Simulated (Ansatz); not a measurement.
# ZrC (model cell, started as CsCl type): the cell at rest

Wanted: the relaxed cell of ZrC (model cell, started as CsCl type).

Main program and level: Ansatz 0.2.0; DFT LDA, scalar-relativistic, plane waves, PAW.

The structure was built from a prototype and need not be the compound's stable phase.

## Step 1: Starting point

The structure is cubic, space group Pm-3m (No. 221). The conventional cell has a = 2.666 Å, b = 2.666 Å, c = 2.666 Å, α = 90.00°, β = 90.00°, γ = 90.00°. Zr has 8 C at 2.31 Å nearest. Nearest to C lie 8 Zr at 2.31 Å. Farther neighbours are not listed.

## Step 2: Probe on a coarse mesh

A quick single point on a coarse mesh tells whether the cell has a gap and how far it is from rest, which sets the k mesh and smearing that follow.

input.yaml reads:

```yaml
crystal:
  lattice:
    - [2.66597, 0.0, 0.0]
    - [0.0, 2.66597, 0.0]
    - [0.0, 0.0, 2.66597]
  atoms:
    - { symbol: Zr, position: [0.0, 0.0, 0.0] }
    - { symbol: C, position: [0.5, 0.5, 0.5] }
kpoints:
  mp_grid: { grid: [6, 6, 6] }
hamiltonian:
  xc: lda
scf:
  occupations: { method: gaussian, width: 0.1 }
output:
  forces: true
  stress: true
  eigenvalues: true
```

Started as:

```
$ ansatz run input.yaml --threads 4 --pin off --max-ram 7168MiB --backend cpu --events-out ev --progress --plain --runs-dir out
```

Numbers of over 12 decimals in the logs are rounded to 6 here.

The log of the run:

```text
Engine: ansatz 0.2.0, aarch64-unknown-linux-gnu
Pseudopotentials: kind: paw
Pseudopotential: Zr, paw, valence charge 12, recommended cutoff 420 eV (normal), Zr.paw.azcp
Pseudopotential: C, paw, valence charge 4, recommended cutoff 420 eV (normal), C.paw.azcp
Functional definition: SPW92
  exchange = slater_x
  correlation = pw_c
Crystal: 2 atoms, lattice volume = 18.948 Å³
Basis set: ecut = 420 eV, 365 PW (Γ)
[...]
--- Band table (eV; the first three rows and the last of 20) ---
  k-point 0: bands = [... 4 lower, 8.3704, 18.1688, 18.1688, 22.7592, 22.7592, 22.7592, 28.1745, 28.1745]
  k-point 1: bands = [... 4 lower, 9.1722, 18.2876, 18.4858, 21.7322, 21.7322, 22.8802, 28.3472, 28.9646]
  k-point 2: bands = [... 4 lower, 10.9492, 16.4608, 19.2295, 20.1520, 20.1520, 26.1384, 28.7192, 30.4157]
  k-point 19: bands = [... 4 lower, 13.9052, 13.9052, 13.9052, 14.0381, 31.9456, 31.9456, 32.8119, 32.8119]
[key lines of the parts left out:]
SCF converged after 6 iterations
Free energy (F): -4318.986592 eV
Fermi energy:    21.363150 eV
P = ⅓ Tr σ = 74.7531 GPa (747.531 kbar)
```

Elapsed: 0.24 s, on 4 threads of Arm Neoverse V2, shared host; peak memory 0.25 GiB.

This step gave:

```yaml
pressure: 74.75 GPa
volume_per_atom: 9.474 Å³
gap_on_the_k_mesh: 0 eV
```

The coarse mesh shows no gap and a pressure of 74.8 GPa.

## Step 3: Rough relaxation

A rough relaxation comes first, because large forces or stress need no tight tolerances yet.

input.yaml, the sections that differ from step 2:

```yaml
kpoints:
  mp_grid: { grid: [8, 8, 8] }
relax:
  adjacent_minimum: "off"
  f_tol: 0.05
  max_steps: 80
  cell: { stress_tol: 0.5 }
# crystal, hamiltonian, scf, output: as in step 2
```

The log of the run:

```text
[...]
Crystal: 2 atoms, lattice volume = 18.948 Å³
Basis set: ecut = 420 eV, 365 PW (Γ)
Bands: 12, of which v1, the nominal top of the filled ones, is band 8 counted from 1 (7 counted from 0)
Symmetry: 48 space group operations
[...]
k-points: 35 of 512
[...]
--- Relaxed structure (5 steps of the walk, 5 accepted, 2 SCFs on fresh bases) ---
  F+E_penalty+E_count = -4319.91004848 eV   max|allowed force component| = 3.123e-31 eV/Å   (the final SCF, on the basis selected at the relaxed cell)
  cell:  # Å, volume = 23.6234 Å³
    - [2.869333, 0, 0]
    - [0, 2.869333, 0]
    - [0, 0, 2.869333]
  atoms:
    - { symbol: Zr, position: [0, 0, 0] }
    - { symbol: C, position: [0.5, 0.5, 0.5] }
[key lines of the parts left out:]
SCF converged after 7 iterations
Free energy (F): -4319.910048 eV
Fermi energy:    16.565723 eV
P = ⅓ Tr σ = 0.0428 GPa (0.428 kbar)
```

Run time: 1.6 s. Hardware: 4 threads; peak memory 0.28 GiB; 4.8 s of CPU time.

Step by step:

```
step  energy less that of the first step (eV)  largest force component (eV/Å)  pressure (GPa)  volume (Å³)
   1                                   0.0000                          0.0000           75.14        18.95
   2                                  -0.7967                          0.0000           19.22        21.86
   3                                  -0.8818                          0.0000            4.45        23.07
   4                                  -0.8869                          0.0000           -0.13        23.52
  5*                                  -0.9107                          0.0000            1.01        23.52
   6                                  -0.9108                          0.0000            0.04        23.62
  7*                                  -0.9111                          0.0000            0.04        23.62
```

Relaxation steps marked * repeat the geometry before them on a plane-wave basis chosen anew for their cell, so energy and pressure can jump there.

Forces are held to the 48 operations that the run works with; a distortion that breaks them can't arise in this run.

```
conventional cell, symmetrised  before  after   change
                         a (Å)   2.666  2.869   +7.6 %
                         b (Å)   2.666  2.869   +7.6 %
                         c (Å)   2.666  2.869   +7.6 %
              volume (Å³/atom)    9.47  11.81  +24.7 %
```

The relaxed structure:

```cif
data_structure
_symmetry_space_group_name_H-M 'P 1'
_symmetry_Int_Tables_number 1
_cell_length_a 2.8693
_cell_length_b 2.8693
_cell_length_c 2.8693
_cell_angle_alpha 90.000
_cell_angle_beta 90.000
_cell_angle_gamma 90.000
_cell_volume 23.62
loop_
_atom_site_label
_atom_site_type_symbol
_atom_site_fract_x
_atom_site_fract_y
_atom_site_fract_z
_atom_site_occupancy
Zr1 Zr 0.00000 0.00000 0.00000 1
C2 C 0.50000 0.50000 0.50000 1
```

This step gave:

* pressure: 0.04285 GPa
* volume per atom: 11.81 Å³

In this step the volume went from 9.47 to 11.81 Å³/atom.

## Step 4: Relaxation

Harmonic phonons are second derivatives at a point where the forces vanish, and they are wanted at zero stress, so atoms and cell are relaxed first.

input.yaml reads:

```yaml
crystal:
  lattice:
    - [2.8693332918, 0.0, 0.0]
    - [0.0, 2.8693332918, 0.0]
    - [0.0, 0.0, 2.8693332918]
  atoms:
    - { symbol: Zr, position: [0.0, 0.0, 0.0] }
    - { symbol: C, position: [0.5, 0.5, 0.5] }
kpoints:
  mp_grid: { grid: [12, 12, 12] }
hamiltonian:
  xc: lda
scf:
  occupations: { method: gaussian, width: 0.1 }
output:
  forces: true
  stress: true
  eigenvalues: true
  write_density: true
  write_potential: true
  elf: true
  volumetric_format: npy
relax:
  adjacent_minimum: "off"
  f_tol: 0.005
  max_steps: 80
  cell: { stress_tol: 0.05 }
```

The log of the run:

```text
[...]
Crystal: 2 atoms, lattice volume = 23.623 Å³
Basis set: ecut = 420 eV, 461 PW (Γ)
Bands: 12, of which v1, the nominal top of the filled ones, is band 8 counted from 1 (7 counted from 0)
[... 1 set-up line as in the run before ...]
[...]
k-points: 84 of 1728
[...]
SCF iter   1: F=—  HF=-4319.909984 eV  |F-HF|=—  |Δ(HF+E_count)|=         —  Δρ=1.07e-2  dr2=3.68e-2  ethr=1.77e-3  ⟨swp⟩=5.0  Hψ=5110  notcnv=0
[...]
SCF iter   6: F=-4319.903682 eV  HF=-4319.903682 eV  |F-HF|=8.60e-9  |Δ(HF+E_count)|=   2.72e-7  Δρ=6.83e-6  dr2=1.05e-8  ethr=6.25e-10  ⟨swp⟩=8.7  Hψ=6919  notcnv=0
SCF 1 converged in 6 iterations: F = -4319.903682 eV  dr2 = 1.05e-8
[...]
relax step   1: F+E_penalty+E_count = -4319.90368161 eV  Δ(F+E_penalty+E_count) = +0.000e0 eV  max|allowed force component| = 5.276e-30 eV/Å  Δτ_max = 0.0000 Å  P = +0.320 GPa  Ω = 23.623 Å³  (6 SCF iters, dr2 threshold 1.00e-7 eV, accepted)
Crystal: 2 atoms, lattice volume = 23.685 Å³
[...]
SCF iter   6: F=-4319.903560 eV  HF=-4319.903560 eV  |F-HF|=9.09e-13  |Δ(HF+E_count)|=  2.73e-12  Δρ=6.88e-8  dr2=1.68e-12  ethr=1.00e-12  ⟨swp⟩=4.0  Hψ=3942  notcnv=0
SCF 2 converged in 6 iterations: F = -4319.903560 eV  dr2 = 1.68e-12
relax step   2: F+E_penalty+E_count = -4319.90356015 eV  Δ(F+E_penalty+E_count) = +1.215e-4 eV  max|allowed force component| = 3.862e-31 eV/Å  Δτ_max = 0.0000 Å  P = -0.256 GPa  Ω = 23.685 Å³  energy of the carried Pulay correction = -1.337e-4 eV  (6 SCF iters, dr2 threshold 2.00e-7 eV, accepted)
Crystal: 2 atoms, lattice volume = 23.658 Å³
[...]
SCF iter   6: F=-4319.903642 eV  HF=-4319.903642 eV  |F-HF|=1.82e-12  |Δ(HF+E_count)|=  9.09e-13  Δρ=3.11e-8  dr2=3.42e-13  ethr=1.00e-12  ⟨swp⟩=3.8  Hψ=3850  notcnv=0
SCF 3 converged in 6 iterations: F = -4319.903642 eV  dr2 = 3.42e-13
relax step   3: F+E_penalty+E_count = -4319.90364153 eV  Δ(F+E_penalty+E_count) = -8.138e-5 eV  max|allowed force component| = 1.890e-31 eV/Å  Δτ_max = 0.0000 Å  P = -0.001 GPa  Ω = 23.658 Å³  energy of the carried Pulay correction = -7.430e-5 eV  (6 SCF iters, dr2 threshold 1.63e-7 eV, accepted)
[...]
SCF iter   1: F=—  HF=-4319.903656 eV  |F-HF|=—  |Δ(HF+E_count)|=         —  Δρ=1.73e-6  dr2=1.90e-10  ethr=4.57e-8  ⟨swp⟩=3.2  Hψ=8035  notcnv=0
eigensolver tolerance schedule: the retry pair's looser diagonalisation over-reported the residual by 38358.36 of it (diagonalisation noise at 1.30 of the residual, at the tolerance the schedule requests for it); recorded, not acted on — ethr = c·dr2/N_el stays at c = 1.0e-1
[...]
SCF iter   2: F=—  HF=-4319.903658 eV  |F-HF|=—  |Δ(HF+E_count)|=   1.56e-6  Δρ=8.54e-7  dr2=6.65e-11  ethr=1.19e-12  ⟨swp⟩=2.9  Hψ=2204  notcnv=0
[...]
SCF iter   7: F=-4319.903658 eV  HF=-4319.903658 eV  |F-HF|=0.00e0  |Δ(HF+E_count)|=    0.00e0  Δρ=1.17e-9  dr2=3.59e-16  ethr=1.00e-12  ⟨swp⟩=2.0  Hψ=2666  notcnv=0
SCF 4 converged in 7 iterations: F = -4319.903658 eV  dr2 = 3.59e-16
relax step   4: F+E_penalty+E_count = -4319.90365792 eV  Δ(F+E_penalty+E_count) = -1.639e-5 eV  max|allowed force component| = 4.602e-31 eV/Å  Δτ_max = 0.0000 Å  P = +0.003 GPa  Ω = 23.658 Å³  stress off target by 2.62e-3 GPa  SCF on the basis re-selected at this cell (its energy is not comparable with the rows above)  (7 SCF iters)
[...]
SCF converged after 7 iterations
Free energy (F): -4319.903658 eV
[...]
Internal energy: -4319.891397 eV  (E = F + TS)
E sigma→0 (E₀):  -4319.897528 eV
Entropy (-TS):   -0.012261 eV (-6.130 meV/atom)
Fermi energy:    16.551426 eV
[...]
--- Stress (GPa, compression-positive) ---
        0.002622       0.000000      -0.000000
        0.000000       0.002622       0.000000
       -0.000000       0.000000       0.002622
  P = ⅓ Tr σ = 0.0026 GPa (0.026 kbar)
--- Band table (eV; the first three rows and the last of 84) ---
  k-point 0: bands = [... 4 lower, 4.6673, 14.4473, 14.4473, 17.8239, 17.8239, 17.8239, 22.1282, 22.1282]
  k-point 1: bands = [... 4 lower, 4.8175, 14.4396, 14.5108, 17.6019, 17.6019, 17.7591, 22.1599, 22.3167]
  k-point 2: bands = [... 4 lower, 5.2394, 14.1321, 14.6916, 17.0673, 17.0673, 18.0063, 22.2482, 22.7829]
  k-point 83: bands = [... 4 lower, 9.5158, 10.9444, 10.9444, 10.9444, 24.8372, 24.8372, 25.7171, 25.7171]
--- Relaxed structure (3 steps of the walk, 3 accepted, 1 SCFs on fresh bases) ---
[...]
cell:  # Å, volume = 23.6578 Å³
    - [2.870724, 0, 0]
    - [0, 2.870724, 0.0]
    - [0, 0.0, 2.870724]
  atoms:
    - { symbol: Zr, position: [0, 0, 0] }
    - { symbol: C, position: [0.5, 0.5, 0.5] }
```

Wall time 1.6 s (4 threads); peak memory 0.32 GiB; 5.5 s of CPU time.

Little changed from the start: no atom moved by 0.005 Å and no cell edge by 0.1 %.

Numbers from this step:

```yaml
pressure: 0.002622 GPa
volume_per_atom: 11.83 Å³
```

Electrostatic potential energy in the ac plane at fractional y = 0.000, with atoms of Zr within 0.2 Å of it. With pseudopotentials it is smooth inside the atoms' cores, unlike the true potential.

Ten even steps from '_' (-66 eV) to '@' (19 eV):
```
____..--++##%%@@@@%%##++--..__
__..::==**%%@@@@@@@@%%**==::..
::--==**##%%@@@@@@@@%%##**==--
++++**##%%@@@@@@@@@@@@%%##**++
####%%%%@@@@@@@@@@@@@@@@%%%%##
%%%%@@@@@@@@@@@@@@@@@@@@@@@@%%
@@@@@@@@@@@@@@@@@@@@@@@@@@@@@@
@@@@@@@@@@@@@@@@@@@@@@@@@@@@@@
%%%%@@@@@@@@@@@@@@@@@@@@@@@@%%
####%%%%@@@@@@@@@@@@@@@@%%%%##
++++**##%%@@@@@@@@@@@@%%##**++
::--==**##%%@@@@@@@@%%##**==--
__..::==**%%@@@@@@@@%%**==::..
____..--++##%%@@@@%%##++--..__
______::++##%%@@@@%%##++::____
```
Columns run along a (2.9 Å; values clipped at the 3rd and 97th percentile), rows up along c (2.9 Å). Atoms in or near the plane, at fractional coordinates: Zr at (0.00, 0.00).

Valence density in the ac plane at fractional y = 0.000, with atoms of Zr within 0.2 Å of it. It is the smooth field of the valence electrons, not physical close to the nuclei.

Values in e/Å³, 15 rows by 15 columns:
```
3.5 3.9 4.1 3.1 1.6 0.7 0.3 0.2 0.2 0.3 0.7 1.6 3.1 4.1 3.9
4.2 4.1 3.5 2.3 1.2 0.5 0.3 0.2 0.2 0.3 0.5 1.2 2.3 3.5 4.1
3.3 3.1 2.3 1.4 0.7 0.4 0.2 0.2 0.2 0.2 0.4 0.7 1.4 2.3 3.1
1.8 1.6 1.2 0.7 0.4 0.3 0.2 0.2 0.2 0.2 0.3 0.4 0.7 1.2 1.6
0.7 0.7 0.5 0.4 0.3 0.2 0.2 0.2 0.2 0.2 0.2 0.3 0.4 0.5 0.7
0.3 0.3 0.3 0.2 0.2 0.2 0.2 0.2 0.2 0.2 0.2 0.2 0.2 0.3 0.3
0.2 0.2 0.2 0.2 0.2 0.2 0.2 0.2 0.2 0.2 0.2 0.2 0.2 0.2 0.2
0.2 0.2 0.2 0.2 0.2 0.2 0.2 0.2 0.2 0.2 0.2 0.2 0.2 0.2 0.2
0.3 0.3 0.3 0.2 0.2 0.2 0.2 0.2 0.2 0.2 0.2 0.2 0.2 0.3 0.3
0.7 0.7 0.5 0.4 0.3 0.2 0.2 0.2 0.2 0.2 0.2 0.3 0.4 0.5 0.7
1.8 1.6 1.2 0.7 0.4 0.3 0.2 0.2 0.2 0.2 0.3 0.4 0.7 1.2 1.6
3.3 3.1 2.3 1.4 0.7 0.4 0.2 0.2 0.2 0.2 0.4 0.7 1.4 2.3 3.1
4.2 4.1 3.5 2.3 1.2 0.5 0.3 0.2 0.2 0.3 0.5 1.2 2.3 3.5 4.1
3.5 3.9 4.1 3.1 1.6 0.7 0.3 0.2 0.2 0.3 0.7 1.6 3.1 4.1 3.9
2.7 3.5 4.2 3.3 1.8 0.7 0.3 0.2 0.2 0.3 0.7 1.8 3.3 4.2 3.5
```
Columns run along a (2.9 Å), rows up along c (2.9 Å). Atoms in or near the plane, at fractional coordinates: Zr at (0.00, 0.00).

ELF in the ac plane at fractional y = 0.000, with atoms of Zr within 0.2 Å of it. It is the smooth field of the valence electrons, not physical close to the nuclei.

Values, 15 rows by 15 columns:
```
0.17 0.36 0.70 0.81 0.73 0.41 0.17 0.14 0.14 0.17 0.41 0.73 0.81 0.70 0.36
0.63 0.70 0.79 0.78 0.60 0.28 0.14 0.14 0.14 0.14 0.28 0.60 0.78 0.79 0.70
0.81 0.81 0.78 0.66 0.38 0.17 0.13 0.16 0.16 0.13 0.17 0.38 0.66 0.78 0.81
0.76 0.73 0.60 0.38 0.18 0.12 0.14 0.18 0.18 0.14 0.12 0.18 0.38 0.60 0.73
0.45 0.41 0.28 0.17 0.12 0.13 0.18 0.21 0.21 0.18 0.13 0.12 0.17 0.28 0.41
0.19 0.17 0.14 0.13 0.14 0.18 0.21 0.23 0.23 0.21 0.18 0.14 0.13 0.14 0.17
0.14 0.14 0.14 0.16 0.18 0.21 0.23 0.24 0.24 0.23 0.21 0.18 0.16 0.14 0.14
0.14 0.14 0.14 0.16 0.18 0.21 0.23 0.24 0.24 0.23 0.21 0.18 0.16 0.14 0.14
0.19 0.17 0.14 0.13 0.14 0.18 0.21 0.23 0.23 0.21 0.18 0.14 0.13 0.14 0.17
0.45 0.41 0.28 0.17 0.12 0.13 0.18 0.21 0.21 0.18 0.13 0.12 0.17 0.28 0.41
0.76 0.73 0.60 0.38 0.18 0.12 0.14 0.18 0.18 0.14 0.12 0.18 0.38 0.60 0.73
0.81 0.81 0.78 0.66 0.38 0.17 0.13 0.16 0.16 0.13 0.17 0.38 0.66 0.78 0.81
0.63 0.70 0.79 0.78 0.60 0.28 0.14 0.14 0.14 0.14 0.28 0.60 0.78 0.79 0.70
0.17 0.36 0.70 0.81 0.73 0.41 0.17 0.14 0.14 0.17 0.41 0.73 0.81 0.70 0.36
0.00 0.17 0.63 0.81 0.76 0.45 0.19 0.14 0.14 0.19 0.45 0.76 0.81 0.63 0.17
```
Columns run along a (2.9 Å), rows up along c (2.9 Å). Atoms in or near the plane, at fractional coordinates: Zr at (0.00, 0.00).

In this step the volume went from 11.81 to 11.83 Å³/atom.

## Step 5: Relaxing to small forces for the phonons

Phonons need a cell at rest on their own settings, so the relaxation is repeated with tight tolerances on forces and stress, using the mesh and the filling of the phonon run that follows.

input.yaml reads:

```yaml
crystal:
  lattice:
    - [2.870724074, 0.0, 0.0]
    - [0.0, 2.870724074, 0.0]
    - [0.0, 0.0, 2.870724074]
  atoms:
    - { symbol: Zr, position: [0.0, 0.0, 0.0] }
    - { symbol: C, position: [0.5, 0.5, 0.5] }
kpoints:
  mp_grid: { grid: [12, 12, 12] }
hamiltonian:
  xc: lda
scf:
  occupations: { method: methfessel_paxton, width: 0.15 }
output:
  forces: true
  stress: true
  eigenvalues: true
relax:
  adjacent_minimum: "off"
  f_tol: 0.001
  max_steps: 60
  cell: { stress_tol: 0.01 }
```

The log of the run:

```text
[...]
Crystal: 2 atoms, lattice volume = 23.658 Å³
Basis set: ecut = 420 eV, 461 PW (Γ)
Bands: 12, of which v1, the nominal top of the filled ones, is band 8 counted from 1 (7 counted from 0)
[... 1 set-up line as in the run before ...]
[...]
k-points: 84 of 1728
[...]
k-point 83: bands = [... 4 lower, 9.5200, 10.9469, 10.9469, 10.9469, 24.8422, 24.8422, 25.7228, 25.7228]
--- Relaxed structure (3 steps of the walk, 3 accepted, 1 SCFs on fresh bases) ---
[...]
cell:  # Å, volume = 23.6532 Å³
    - [2.870537, 0, 0]
    - [0, 2.870537, 0.0]
    - [0, 0.0, 2.870537]
  atoms:
    - { symbol: Zr, position: [0, 0, 0] }
    - { symbol: C, position: [0.500000, 0.500000, 0.500000] }
[key lines of the parts left out:]
SCF converged after 4 iterations
Free energy (F): -4319.897942 eV
Fermi energy:    16.552746 eV
P = ⅓ Tr σ = -0.0005 GPa (-0.005 kbar)
```

The job ended after 1.4 s (4 threads; peak memory 0.32 GiB; 4.8 s of CPU time).

Little changed from the start: no atom moved by 0.005 Å and no cell edge by 0.1 %.

This step gave:

| Item | Value |
| --- | --- |
| pressure | -4.76e-4 GPa |

The forces vanish by symmetry and the pressure is 0.000 GPa, within the tolerances set. The cell now holds 11.83 Å³/atom.

## Step 6: Summary of results

```yaml
space_group_after_relaxation_within_0p01_a: Pm-3m
lattice_constant_a: 2.871 Å
lattice_constant_b: 2.871 Å
lattice_constant_c: 2.871 Å
volume_per_atom: 11.8 Å³
```

**Reading.** The forces vanish by symmetry and the pressure is 0.000 GPa, within the tolerances set. The cell now holds 11.83 Å³/atom. The relaxation keeps the symmetry of its start, so it says nothing on stability against lower symmetry. The starting cell was built on a prototype and not taken from a measurement, so the phase need not exist.

[Logs are printed without paths, hosts, clocks, repeated set-up lines and the standing remarks that a program may print on its own settings, such as how far it seeks lower states.]

[Hosts, paths, dates, database ids (printed as entryN), source tags and the programs' standing remarks are cut or masked in the printed files.]
